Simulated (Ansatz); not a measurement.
# A frame of glassy nearly rigid 77ZrO2-23SiO2 (mol %) from 1800 K (90 atoms) under strain: runs compared

Aim: relax a frame of glassy nearly rigid 77ZrO2-23SiO2 (mol %) from 1800 K (90 atoms), then change its volume and shape to read moduli from the stress.

Computed with Ansatz 0.2.0: Kohn-Sham DFT, PBE, PAW (set soft_2), plane waves.

## Step 1: The cell as built

The cell holds 90 atoms: 23 Zr, 7 Si and 60 O. Cell: a = 10.716 Å, b = 10.716 Å, c = 10.716 Å, α = 90.0°, β = 90.0°, γ = 90.0°. 90 atoms (23 Zr, 7 Si, 60 O) placed at random at 4.39 g/cm³, melted at 4000 K for 10 ps at fixed volume with the Morse and Coulomb pair potential with partial charges (Pedone, Malavasi, Menziani, Cormack and Segre, J. Phys. Chem. B 110, 11780 (2006)). Snapshot at the end of a hold of 10 ps at 1800 K and fixed volume.

What the set-up can't give: The network of bonds at the start is that of the classical potential that made the cell, and needn't be the one that DFT or experiment would give. Sampling is at Γ alone.

## Step 2: The reference run

The reference is a single point at the end of the relaxation.

Every strained cell starts from the geometry of this run, and its atoms are relaxed with the cell held.

Its input, with most atom lines left out:

```yaml
crystal:
  lattice:
    - [10.69443, 0.12243, 0.34911]
    - [0.12243, 10.88592, -0.0106]
    - [0.34911, -0.0106, 10.39591]
  atoms:
    - { symbol: Zr, position: [0.17958, 0.82989, 0.32149] }
    - { symbol: Zr, position: [0.00046, 0.33267, 0.41719] }
    - { symbol: Zr, position: [0.29569, 0.66677, 0.63173] }
    - { symbol: Zr, position: [0.47314, 0.81554, 0.41223] }
    - { symbol: Zr, position: [0.14107, 0.11332, 0.19554] }
    - { symbol: Zr, position: [0.70351, 0.72378, 0.63911] }
    - { symbol: Zr, position: [0.46539, 0.73677, 0.84971] }
    [... atom lines 8 to 90 left out ...]
kpoints:
  mp_grid: { grid: [1, 1, 1] }
hamiltonian:
  xc: pbe
scf:
  occupations: { method: gaussian, width: 0.025 }
output:
  forces: true
  stress: true
  populations: intrinsic
  dos:
    method: { smearing: { sigma: 0.08 } }
    de: 0.1
    projected: { site_lists: { O: [O], Si: [Si], Zr: [Zr] } }
  eigenvalues: true
  write_density: true
  write_potential: true
  volumetric_format: npy
```

| Item | Value |
| --- | --- |
| free energy per atom | -1498.4263 eV/atom |
| r.m.s. force component | 0.01024 eV/Å |
| pressure | 0.01431 GPa |

Filled and empty levels are parted by 3.61 eV (at Γ alone); a semilocal functional tends to put such gaps too low. In a disordered cell it changes from sample to sample, and tail or defect levels can set it.

## Step 3: The runs

Each row is one run, on 4 threads of Intel Xeon Platinum 8488C (Sapphire Rapids), shared host. The free energy is the program's total, comparable only between runs with the same functional, potentials and atoms.

```
                                 run  atoms    outcome  ionic steps, all passes  free energy (eV)     time  host memory (GiB)
           Single point at the start     90  converged                        -       -134839.332    8.9 s                1.8
              Cell and atoms relaxed     90  converged                       20       -134858.365    3 min                1.8
Single point at the relaxed geometry     90  converged                        -       -134858.365     15 s                1.8
                         Volume -3 %     90  converged                        9       -134858.016     84 s                1.7
                         Volume +3 %     90  converged                        8       -134858.079     90 s                1.8
                         Volume -6 %     90  converged                        9       -134856.930     84 s                1.7
                         Volume +6 %     90  converged                        9       -134857.254     91 s                1.8
                        Volume -10 %     90  converged                       28       -134855.270  4.1 min                1.7
            Stretched by 1 % along x     90  converged                        5       -134858.307     50 s                1.8
           Compressed by 1 % along x     90  converged                        6       -134858.300     58 s                1.8
                Sheared by 2 % in xy     90  converged                        6       -134858.296     57 s                1.8
```

In some runs the program notes that the SCF threshold is loose for the stress.

## Step 4: Pressure against volume

Atoms are relaxed at each volume, in the scaled cell.

```
volume change (%)  volume (Å³/atom)  energy change (meV/atom)  pressure (GPa)  largest move on relaxing (Å)  bonds  gap (eV)
              -10            12.088                     34.40            7.10                          1.22    181                3.44
               -6            12.625                     15.95            6.50                          0.47    174                3.68
               -3            13.028                      3.89            3.14                          0.23    171                3.65
               +0            13.431                      0.00            0.01                             -    171                3.61
               +3            13.834                      3.18           -2.54                          0.20    171                3.67
               +6            14.237                     12.35           -4.64                          0.31    168                3.67
```

## Step 5: Uniaxial strain and shear

Stress (GPa, compression positive) less that of the relaxed cell, atoms relaxed:

```
                   strain      xx      yy      zz      xy  energy change (meV/atom)
 stretched by 1 % along x  -1.540  -0.777  -0.660  -0.035                      0.65
compressed by 1 % along x   1.696   0.831   0.717   0.045                      0.73
     sheared by 2 % in xy  -0.020  -0.019  -0.026  -0.952                      0.77
```

## Step 6: Findings

The bulk modulus, from the slope of pressure against ln V over the three points nearest the relaxed volume, is 94.7 GPa; between neighbouring points the slope runs 14, 107, 103, 86 and 73 GPa from the smallest volume up, without a steady fall, so no pressure derivative is given, and the cell yields more easily when compressed beyond -6 %. The count of bonds runs from 168 to 181 over the series, so at some points contacts cross the cutoffs. At -10 % some atom moved by over 0.5 Å on relaxing, so that point may sit in another local minimum. The gap goes from 3.44 eV at the smallest volume to 3.67 eV at the largest, not monotonically (lowest 3.44, highest 3.68 eV), on the run's k-points. In the Cartesian axes of the cell, finite differences give C11 = 162, C12 = 80.4, C13 = 68.9 and C66 = 47.6 GPa (the shear of 2 % is the engineering strain, εxy = 0.01). The mean of C11, C12 and C13, which equals the bulk modulus in a cubic or isotropic solid, is 104 GPa: it agrees with the bulk modulus within 10 %. For an isotropic solid C66 would equal (C11 − C12)/2 = 40.7 GPa; so small a sample needn't be isotropic, and C66 rests on one shear. With the bulk modulus and C66 as K and G, Young's modulus would be about 122 GPa and Poisson's ratio 0.28.

**Limits.** Strains are finite and relaxations stop at the force tolerance of the input, which can leave moduli too stiff; they are those of a static cell at zero temperature. Volumes are changed with the cell's shape held, so in an anisotropic solid the modulus lies over the one under free hydrostatic load. The program notes that the SCF threshold of the relaxations is loose for the stress.

The DFT runs together took 16 min of wall time.

[Logs are printed without paths, hosts, clocks, repeated set-up lines and the standing remarks that a program may print on its own settings, such as how far it seeks lower states.]

[Hosts, paths, dates, database ids (printed as entryN), source tags and the programs' standing remarks are cut or masked in the printed files.]
